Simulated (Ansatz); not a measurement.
# BePd3C (built on the sites of a database entry of CaPd3C): following an unstable mode, part 3 of 3

Which phase does BePd3C (built on the sites of a database entry of CaPd3C) fall into along its unstable mode, and how much energy does it gain?

Ansatz 0.2.0; DFT PBEsol, scalar-relativistic, plane waves, PAW.

So far. Step 5 (Energy along the mode, all amplitudes (two of the runs …): The lowest of the steps tried is at 0.32 Å, 2.35 meV/atom below the parent; the bottom of the well need not coincide with a step. Step 7 (The new phase in its own primitive cell): The largest force component left is 0.058 meV/Å and the pressure is -0.001 GPa, within the tolerances set. The cell now holds 13.09 Å³/atom. The relaxed cell has a = 5.574, c = 7.299 Å (conventional setting).

The structure was built from a prototype and need not be the compound's stable phase.

### Step 8. Modes of the new phase, k-mesh 9×9×9

A relaxed structure may still be a saddle point, so its zone-centre modes are computed. No field response is asked, since the mesh shows no gap.

Input file input.yaml:

```yaml
crystal:
  lattice:
    - [2.7869426156, 1.6090420693, 2.433161694]
    - [-2.7869426156, 1.6090420693, 2.433161694]
    - [0.0, -3.2180841387, 2.433161694]
  atoms:
    - { symbol: Be, position: [0.0596513475, 0.0596513475, 0.0596513475] }
    - { symbol: Pd, position: [0.4930700054, 0.4930700054, 0.9992940066] }
    - { symbol: Pd, position: [0.4930700054, 0.9992940066, 0.4930700054] }
    - { symbol: Pd, position: [0.9992940066, 0.4930700054, 0.4930700054] }
    - { symbol: C, position: [0.5024077645, 0.5024077645, 0.5024077645] }
kpoints:
  mp_grid: { grid: [9, 9, 9] }
hamiltonian:
  xc: pbesol
scf:
  occupations: { method: methfessel_paxton, width: 0.2 }
output:
  eigenvalues: true
phonons:
  method: dfpt
```

On the command line:

```sh
$ ansatz run input.yaml --threads 4 --pin off --max-ram 14336MiB --backend cpu --events-out ev --progress --plain --runs-dir out
```

Numbers of over 12 decimals in the logs are rounded to 6 here.

The log of the run:

```text
zone centre: on kpoints.mp_grid the ground state, and the responses unless they are solved on pairs of k-points, stand on 205 of the mesh's 729 k-points, reduced under 2 symmetry operations, with k and −k counted as one. Each operation leaves every solved displacement unchanged or reverses it
[...]
Crystal: 5 atoms, lattice volume = 65.466 Å³
Basis set: ecut = 420 eV, 1293 PW (Γ), exchange–correlation on 54×54×54 points (8 copies of the dense FFT grid, shifted against one another)
Bands: 36, of which v1, the nominal top of the filled ones, is band 30 counted from 1 (29 counted from 0)
Symmetry: 6 space group operations
k-points: 205 of 729 (irreducible under 2 space group operations, time reversal used)
[...]
SCF iter   1: F=—  HF=-21055.889676 eV  |F-HF|=—  |Δ(HF+E_count)|=         —  Δρ=8.45e-3  dr2=3.60e-2  ethr=1.77e-3  ⟨swp⟩=5.1  Hψ=29135  notcnv=0
[...]
SCF iter  10: F=-21055.879153 eV  HF=-21055.879153 eV  |F-HF|=3.64e-12  |Δ(HF+E_count)|=  1.09e-11  S|Δr|=    0.00e0  Δρ=6.87e-8  dr2=2.42e-12  ethr=1.00e-12  ⟨swp⟩=8.9  Hψ=32736  notcnv=0
SCF 1 converged in 10 iterations: F = -21055.879153 eV  dr2 = 2.42e-12
[...]
DFPT response loops at Γ: preconditioner auto → Kerker (q_TF=auto, 2.689 Å⁻¹) (partly filled bands, converged f_vac=0.000); β = 1.00, the filter's whole step (`scf.mixing.beta` (0.50) is not read by the response loops under this deck's `scf.mixing.preconditioner`; to damp them name `kerker` or `kerker_dos`, under which they read `scf.mixing.beta`, and type it under 1.00, their step now; both keys bind the ground state too); Broyden in place of MSR1
SCF converged after 10 iterations
[...]
Free energy (F): -21055.879153 eV
[...]
Internal energy: -21055.873257 eV  (E = F + TS)
E sigma→0 (E₀):  -21055.877679 eV
Entropy (-TS):   -0.005895 eV (-1.179 meV/atom)
Fermi energy:    15.709548 eV
[...]
--- Band table (eV; the first three rows and the last of 205) ---
  k-point 0: bands = [... 26 lower, 13.2603, 14.4254, 14.5115, 14.5115, 14.7522, 18.4312, 18.5213, 18.5213, ... 2 higher]
  k-point 1: bands = [... 26 lower, 13.5889, 14.4287, 14.5716, 14.6868, 14.7865, 18.2008, 18.6549, 18.7109, ... 2 higher]
  k-point 2: bands = [... 26 lower, 13.6513, 14.2902, 14.5458, 15.0818, 15.1319, 18.1463, 19.0121, 19.1048, ... 2 higher]
  k-point 204: bands = [... 26 lower, 14.1216, 14.3325, 14.4062, 14.9843, 15.2534, 17.2179, 18.1496, 18.1911, ... 2 higher]
--- Phonons (Γ-DFPT): 7 representative perturbations + reference, on 205 of 729 k-points (Σ response iterations 24) ---
  k mesh reduced under 2 symmetry operations, with k and −k counted as one. Each operation leaves every solved displacement unchanged or reverses it
  ASR residual: 3.453e-5 → 0.000e0 eV/Å²; symmetrization residual: 2.099e-6 eV/Å²
  ASR residual per site (eV/Å²): 3.45e-5 1.50e-5 1.45e-5 1.45e-5 1.96e-5
[...]
non-analytic LO–TO correction: not included (Born effective charges unavailable; polar crystals: no LO–TO splitting at Γ)
```

The job ended after 2.2 min (4 threads of Arm Neoverse V1, shared host; peak memory 1.6 GiB).

This step gave:

```yaml
sum_rule_residual_before_enforcement: 3.45e-5 eV/Å²
point_group: 3m
highest_optical_mode_at_the_zone_centre_no_lo_to_term: 522.8 cm⁻¹
lowest_optical_zone_centre_mode: -38.58 cm⁻¹
```

Patterns of degenerate modes are one choice out of their space. Modes at Γ, with each element's share of the kinetic energy (negative means imaginary):

| mode | frequency (cm⁻¹) | symmetry | Be % | Pd % | C % |
| --- | --- | --- | --- | --- | --- |
| 1 | -38.6 | E | 69 | 28 | 3 |
| 2 | -38.6 | E | 69 | 28 | 3 |
| 3 | 0.0 | acoustic | 3 | 94 | 4 |
| 4 | 0.0 | acoustic | 3 | 94 | 4 |
| 5 | 0.0 | acoustic | 3 | 94 | 4 |
| 6 | 39.8 | A2 | 0 | 100 | 0 |
| 7 | 85.6 | E | 0 | 94 | 6 |
| 8 | 85.6 | E | 0 | 94 | 6 |
| 9 | 157.5 | E | 28 | 65 | 6 |
| 10 | 157.5 | E | 28 | 65 | 6 |
| 11 | 177.8 | A1 | 3 | 84 | 12 |
| 12 | 216.9 | A1 | 94 | 6 | 0 |
| 13 | 476.1 | E | 0 | 19 | 81 |
| 14 | 476.1 | E | 0 | 19 | 81 |
| 15 | 522.8 | A1 | 0 | 16 | 84 |

Displacements in mode 1 (-38.6 cm⁻¹), the largest set to 1:
```
Be1  1.00  0.39  0.00
Pd2 -0.14  0.03 -0.01
Pd3 -0.02 -0.12 -0.01
Pd4  0.05  0.05  0.02
C5   0.19  0.08  0.00
```

Displacements in mode 12 (216.9 cm⁻¹), the largest set to 1:
```
Be1  0.00  0.00  1.00
Pd2  0.00  0.03 -0.03
Pd3  0.03 -0.02 -0.03
Pd4 -0.03 -0.02 -0.03
C5   0.00  0.00 -0.06
```

Before it was imposed, the acoustic sum rule was missed by 3.5e-5 eV/Å². Small misses are needed for a sound result but don't prove that mesh and cutoff are converged. The lowest optical mode is imaginary, 38.6i cm⁻¹, so the energy falls along it.

### Step 9. What came out

```
unstable mode of the parent                                                      : q = (0, 0, 0), 108i cm⁻¹
depth at the lowest point sampled                                                : 2.35 meV/atom
largest atomic shift at that point                                               : 0.32 Å
space group reached (within 0.01 Å)                                              : R3m
energy gained over the parent (first relaxation, on the mesh of the frozen mode) : 6.18 meV/atom
volume per atom, phase reached                                                   : 13.1 Å³
lowest optical zone-centre mode, phase reached                                   : -38.6 cm⁻¹
highest optical mode at the zone centre (no LO-TO term), phase reached           : 523 cm⁻¹
```

What this shows: Along this mode the structure falls into R3m, 6.18 meV/atom below the parent. At the parent's cell the well is 2.352 meV/atom deep on the steps tried, with its lowest point at a shift of 0.32 Å. Relaxing atoms and cell changes the gain by +3.83 meV/atom against the lowest step (energies at zero smearing). Most of the total comes from this relaxation. The new phase still has an imaginary mode at the zone centre of its cell, so it is a saddle point on the way to a lower structure. Of the 6 patterns followed to their end from this parent, this one ends 8.26 meV/atom above the lowest, P2_1/m. Another end point lies within 1 meV/atom; how such a difference moves with mesh and cutoff was not tested. Each path keeps the symmetry of its pattern, so a lower phase may lie along a pattern not tried. With no gap, or one that is small against the smearing, the frequencies hang on the k mesh and the smearing, most of all near Kohn anomalies. A phonon run warned that its eigensolver left some bands unconverged in a pass. The starting cell was built on a prototype and not taken from a measurement, so the phase need not exist.

[Logs are printed without paths, hosts, clocks, repeated set-up lines and the standing remarks that a program may print on its own settings, such as how far it seeks lower states.]

[Hosts, paths, dates, database ids (printed as entryN), source tags and the programs' standing remarks are cut or masked in the printed files.]
